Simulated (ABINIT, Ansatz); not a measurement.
# TlAsF6 (R-3): bands and cutoff in G0W0 with ABINIT, part 2 of 2

What does each rung of G0W0 on TlAsF6 (R-3) cost, and what does it buy?

ABINIT 10.8.3; PBEsol and many-body steps on it, plane waves. Known limits of the many-body steps: not at the basis limit; no spin-orbit coupling; coarse k mesh.

So far. Step 3 (Screening, 2×2×2 mesh, 87 bands, screening to 76.2 eV): Local fields lower ε∞ by 13 %. On a Γ-centred mesh this coarse the value itself is usually too large, while a short band sum pulls it down. Step 4 (87 bands, 76.2 eV): The gap on the mesh goes from 4.75 eV to 8.60 eV, a correction of +3.85 eV.

## 6. 187 bands, 141.5 eV

This step: G0W0 on PBEsol, plane waves, norm-conserving pseudopotentials.

run.abi reads:

```
acell 3*1.0 Angstrom
rprim 
  3.720723898783 2.148160944528 2.482723275713
  -3.720723898783 2.148160944528 2.482723275713
  0.000000000000 -4.296321889101 2.482723275674
ntypat 3
znucl 81 33 9
natom 8
typat 1 2 3 3 3 3 3 3
xred 
  0.000000000000 0.000000000000 0.000000000000
  0.500000000000 0.500000000000 0.500000000000
  0.698048100000 0.789498230000 0.423038160000
  0.789498230000 0.423038160000 0.698048100000
  0.210501770000 0.576961840000 0.301951900000
  0.423038160000 0.698048100000 0.789498230000
  0.576961840000 0.301951900000 0.210501770000
  0.301951900000 0.210501770000 0.576961840000
pp_dirpath "pseudos"
pseudos "Tl.upf, As.upf, F.upf"
ecut 44
ngkpt 2 2 2
nshiftk 1
shiftk 0 0 0
kptopt 1
chksymbreak 0
istwfk *1
occopt 1
irdwfk 1
optdriver 4
nband 187
gwcalctyp 0
ecutsigx 44
symsigma 1
nkptgw 3
kptgw 
  0.5000000000 0.5000000000 0.0000000000
  0.5000000000 0.0000000000 0.0000000000
  0.0000000000 0.0000000000 0.0000000000
bdgw 
  42 45
  42 45
  41 45
ecuteps 5.2
irdscr 1
ppmodel 1
indata_prefix "in"
outdata_prefix "out"
tmpdata_prefix "tmp"
```

Run with:

```
$ OMP_NUM_THREADS=1 mpirun -n 8 abinit run.abi > log
```

Numbers of over 12 decimals in the logs are rounded to 6 here.

Log:

```text
.Version 10.8.3 of ABINIT. v10.8.2 released Aug 2026.

 Symmetries : space group R-3 (#148); Bravais hR (rhombohedral)
[... echo of the input left out ...]
== DATASET  1 ==================================================================
-   mpi_nproc: 8, omp_nthreads: 1 (-1 if OMP is not activated)

--- !DatasetInfo
iteration_state: {dtset: 1, }
dimensions: {natom: 8, nkpt: 4, mband: 187, nsppol: 1, nspinor: 1, nspden: 1, mpw: 11210, }
cutoff_energies: {ecut:  44.0, pawecutdg:  -1.0, }
electrons: {nelect:   8.60000000E+01, charge:   0.00000000E+00, occopt:   1.00000000E+00, tsmear:   1.00000000E-02, }

 SIGMA: Calculation of the GW corrections

 Based on a program developped by R.W. Godby, V. Olevano, G. Onida, and L. Reining.
 Incorporated in ABINIT by V. Olevano, G.-M. Rignanese, and M. Torrent.
.Using double precision arithmetic ; gwpc =  8

[... cell and pseudopotentials left out ...]
--------------------------------------------------------------------------------

 ==== K-mesh for the wavefunctions ====
 Number of points in the irreducible wedge :     4
[... list of points left out ...]
 Together with  6 symmetry operations and time-reversal symmetry
 yields     8 points in the full Brillouin Zone.

 ==== Q-mesh for screening function ====
 Number of points in the irreducible wedge :     4
[... list of points left out ...]
 Together with  6 symmetry operations and time-reversal symmetry
 yields     8 points in the full Brillouin Zone.

 vcoul_init : cutoff-mode = AUXILIARY_FUNCTION
 q-points for optical limit:   1
     1)      0.000010    0.000020    0.000030
 setmesh: FFT mesh size selected  =    60x   60x   60
          total number of points  =       216000

 Number of electrons calculated from density =   86.0000; Expected =   86.0000
[...]
number of plane-waves for wavefunctions         11127
 number of bands                                   187
 number of q-points in IBZ                           4
 number of frequencies                               2
 number of real frequencies                          1
 number of imag frequencies                          1

 matrix elements of self-energy operator (all in [eV])

 Perturbative Calculation

--- !SelfEnergy_ee
iteration_state: {dtset: 1, }
kpoint     : [   0.500,    0.500,    0.000, ]
spin       : 1
KS_gap     :    5.486
QP_gap     :    9.887
Delta_QP_KS:    4.401
data: !SigmaeeData |
     Band     E0 <VxcDFT>   SigX SigC(E0)      Z dSigC/dE  Sig(E)    E-E0       E
       42  -0.556 -23.065 -30.886   5.639   0.806  -0.241 -24.823  -1.758  -2.314
       43   0.423 -16.869 -20.287   1.629   0.852  -0.174 -18.393  -1.525  -1.102
       44   5.909 -22.173 -16.652  -2.106   0.842  -0.187 -19.297   2.876   8.785
[...]
--- !SelfEnergy_ee
iteration_state: {dtset: 1, }
kpoint     : [   0.500,    0.000,    0.000, ]
spin       : 1
KS_gap     :    4.777
QP_gap     :    8.586
Delta_QP_KS:    3.809
data: !SigmaeeData |
     Band     E0 <VxcDFT>   SigX SigC(E0)      Z dSigC/dE  Sig(E)    E-E0       E
[...]
--- !SelfEnergy_ee
iteration_state: {dtset: 1, }
kpoint     : [   0.000,    0.000,    0.000, ]
spin       : 1
KS_gap     :    6.156
QP_gap     :   10.594
Delta_QP_KS:    4.438
data: !SigmaeeData |
     Band     E0 <VxcDFT>   SigX SigC(E0)      Z dSigC/dE  Sig(E)    E-E0       E
[...]
44   5.880 -21.636 -16.248  -2.153   0.845  -0.184 -18.903   2.733   8.612
       45   7.950 -11.050  -6.454  -2.611   0.879  -0.138  -9.306   1.745   9.695

== END DATASET(S) ==============================================================
================================================================================

 -outvars: echo values of variables after computation  --------
           etotal      0.0000000000E+00
            nband         187
             nkpt           4
          spgroup         148
 [... the other variables as echoed above ...]

 Calculation completed.
```

It took 47 s on 8 MPI ranks of Arm Neoverse N1, shared host; peak memory 2.4 GiB; 6.3 min of CPU time.

Numbers from this step:

- G0W0 gap on the points computed: 8.563 eV
- starting gap on the mesh: 4.749 eV
- k of the valence top: 0.5, 0.5, 0
- k of the conduction bottom: 0.5, 0, 0
- Z at the valence top: 0.852
- Z at the conduction bottom: 0.857
- least direct G0W0 gap on the computed points: 8.586 eV

Against G0W0 in ABINIT (2×2×2 mesh, 87 bands, screening to 76.2 eV, Godby-Needs plasmon pole), the gap moves by −0.039 eV.

## 7. Screening, 2×2×2 mesh, 398 bands, screening to 217.7 eV

This step: RPA screening on PBEsol, plane waves, norm-conserving pseudopotentials.

run.abi: that of step 6 with these lines changed.

```diff
@@ -29,19 +29,8 @@
 irdwfk 1
-optdriver 4
-nband 187
-gwcalctyp 0
-ecutsigx 44
-symsigma 1
-nkptgw 3
-kptgw 
-  0.5000000000 0.5000000000 0.0000000000
-  0.5000000000 0.0000000000 0.0000000000
-  0.0000000000 0.0000000000 0.0000000000
-bdgw 
-  42 45
-  42 45
-  41 45
-ecuteps 5.2
-irdscr 1
-ppmodel 1
+optdriver 3
+nband 398
+ecuteps 8
+inclvkb 2
+awtr 1
+symchi 1
 indata_prefix "in"
```

Log:

```text
.Version 10.8.3 of ABINIT. v10.8.2 released Aug 2026.

 Symmetries : space group R-3 (#148); Bravais hR (rhombohedral)
[... echo of the input left out ...]
== DATASET  1 ==================================================================
-   mpi_nproc: 8, omp_nthreads: 1 (-1 if OMP is not activated)

--- !DatasetInfo
iteration_state: {dtset: 1, }
dimensions: {natom: 8, nkpt: 4, mband: 398, nsppol: 1, nspinor: 1, nspden: 1, mpw: 11210, }
cutoff_energies: {ecut:  44.0, pawecutdg:  -1.0, }
[...]
--------------------------------------------------------------------------------
[... chi0 elements left out ...]
 For q-point:  0.000010 0.000020 0.000030
  dielectric constant =   2.4623
  dielectric constant without local fields =   2.9000

  Average fulfillment of the sum rule on Im[epsilon] for q-point    1 :     66.58  [%]
[... wings left out ...]
  q-point number  2        q = ( 0.500000, 0.000000, 0.000000) [r.l.u.]
--------------------------------------------------------------------------------
[... chi0 elements left out ...]
  Average fulfillment of the sum rule on Im[epsilon] for q-point    2 :     70.24  [%]

 [... 2 further q-points ...]
```

Run time: 6.3 min. Hardware: 8 MPI ranks; peak memory 4.7 GiB; 51 min of CPU time.

This step gave:

| Quantity | Value |
| --- | --- |
| ε∞ with local fields, on this mesh, along the program's q direction | 2.462 |
| the same without local fields | 2.9 |
| plasma frequency | 31.56 eV |
| plane waves in the screening matrix | 827 |

## 8. 398 bands, 217.7 eV

This step: G0W0 on PBEsol, plane waves, norm-conserving pseudopotentials.

run.abi: that of step 7 with these lines changed.

```diff
@@ -29,8 +29,19 @@
 irdwfk 1
-optdriver 3
+optdriver 4
 nband 398
+gwcalctyp 0
+ecutsigx 44
+symsigma 1
+nkptgw 3
+kptgw 
+  0.5000000000 0.5000000000 0.0000000000
+  0.5000000000 0.0000000000 0.0000000000
+  0.0000000000 0.0000000000 0.0000000000
+bdgw 
+  42 45
+  42 45
+  41 45
 ecuteps 8
-inclvkb 2
-awtr 1
-symchi 1
+irdscr 1
+ppmodel 1
 indata_prefix "in"
```

Log:

```text
.Version 10.8.3 of ABINIT. v10.8.2 released Aug 2026.

 Symmetries : space group R-3 (#148); Bravais hR (rhombohedral)
[... echo of the input left out ...]
== DATASET  1 ==================================================================
-   mpi_nproc: 8, omp_nthreads: 1 (-1 if OMP is not activated)

--- !DatasetInfo
iteration_state: {dtset: 1, }
dimensions: {natom: 8, nkpt: 4, mband: 398, nsppol: 1, nspinor: 1, nspden: 1, mpw: 11210, }
cutoff_energies: {ecut:  44.0, pawecutdg:  -1.0, }
[...]
Band     E0 <VxcDFT>   SigX SigC(E0)      Z dSigC/dE  Sig(E)    E-E0       E
[...]
44   5.880 -21.636 -16.248  -2.539   0.841  -0.189 -19.241   2.395   8.275
       45   7.950 -11.050  -6.454  -2.865   0.878  -0.139  -9.530   1.521   9.471

== END DATASET(S) ==============================================================
================================================================================

 -outvars: echo values of variables after computation  --------
           etotal      0.0000000000E+00
            nband         398
             nkpt           4
          spgroup         148
 [... the other variables as echoed above ...]

 Calculation completed.
```

The job ended after 4.1 min (8 MPI ranks; peak memory 4.1 GiB).

This step gave:

```yaml
g0w0_gap_on_the_points_computed: 8.502 eV
starting_gap_on_the_mesh: 4.749 eV
k_of_the_valence_top: 0.5, 0.5, 0
k_of_the_conduction_bottom: 0.5, 0, 0
least_direct_g0w0_gap_on_the_computed_points: 8.525 eV
```

Against G0W0 in ABINIT (2×2×2 mesh, 187 bands, screening to 141.5 eV, Godby-Needs plasmon pole), the gap moves by −0.061 eV.

## 9. The runs together

Times are wall times on 8 MPI ranks of Arm Neoverse N1, shared host, good to a factor of about two. A run's time includes the screening step that it read.

```
                run   mesh  bands  screening cutoff (eV)  DFT gap (eV)  gap on the mesh (eV)  direct (eV)  ε∞ used     time
  87 bands, 76.2 eV  2×2×2     87                   76.2         4.749                 8.602        8.647     2.42     46 s
187 bands, 141.5 eV  2×2×2    187                  141.5         4.749                 8.563        8.586     2.46  2.7 min
398 bands, 217.7 eV  2×2×2    398                  217.7         4.749                 8.502        8.525     2.46   10 min
```

## 10. Results

```
87 bands, 76.2 eV   : 8.602 eV
187 bands, 141.5 eV : 8.563 eV
398 bands, 217.7 eV : 8.502 eV
known limits        : not at the basis limit; no spin-orbit coupling; coarse k mesh
```

In words: From the first rung to the last the gap moves by −0.10 eV for 14 times the time. The steps are not yet shrinking, so no limit is drawn. In the G0W0 runs levels were corrected at 3 k points alone, so a gap called «on the mesh» is the least over those, and an edge elsewhere would be missed. A denser mesh or path gives a starting gap of 4.67 eV: the GW mesh misses a band edge, so its gaps are not the fundamental one. The 2×2×2 mesh is coarse for this cell, which bears on the long-range parts of exchange and screening. Where an edge is built on 6p states of lead, bismuth or thallium, scalar-relativistic gaps usually stand too wide, by a few tenths to over one eV. The many-body steps are scalar-relativistic: spin-orbit coupling is not in them.

[Paths, hosts, dates, memory and timing lines, banners, echoed tables and standing remarks are left out of the program output.]

[Logs are printed without paths, hosts, clocks, repeated set-up lines and the standing remarks that a program may print on its own settings, such as how far it seeks lower states.]

[Runs of the session that timed out or met a known fault of the program may be left out.]

[Hosts, paths, dates, database ids (printed as entryN), source tags and the programs' standing remarks are cut or masked in the printed files.]

[G0W0 gaps are taken among the corrected bands and points alone; a level outside them can change the order at an edge.]

[Where Ansatz stands beside ABINIT at settings called matched, ABINIT's density can come from a denser mesh and the files from another edition; pairs whose starting gaps differed by over 0.03 eV were left out, so agreement reads better than it is.]
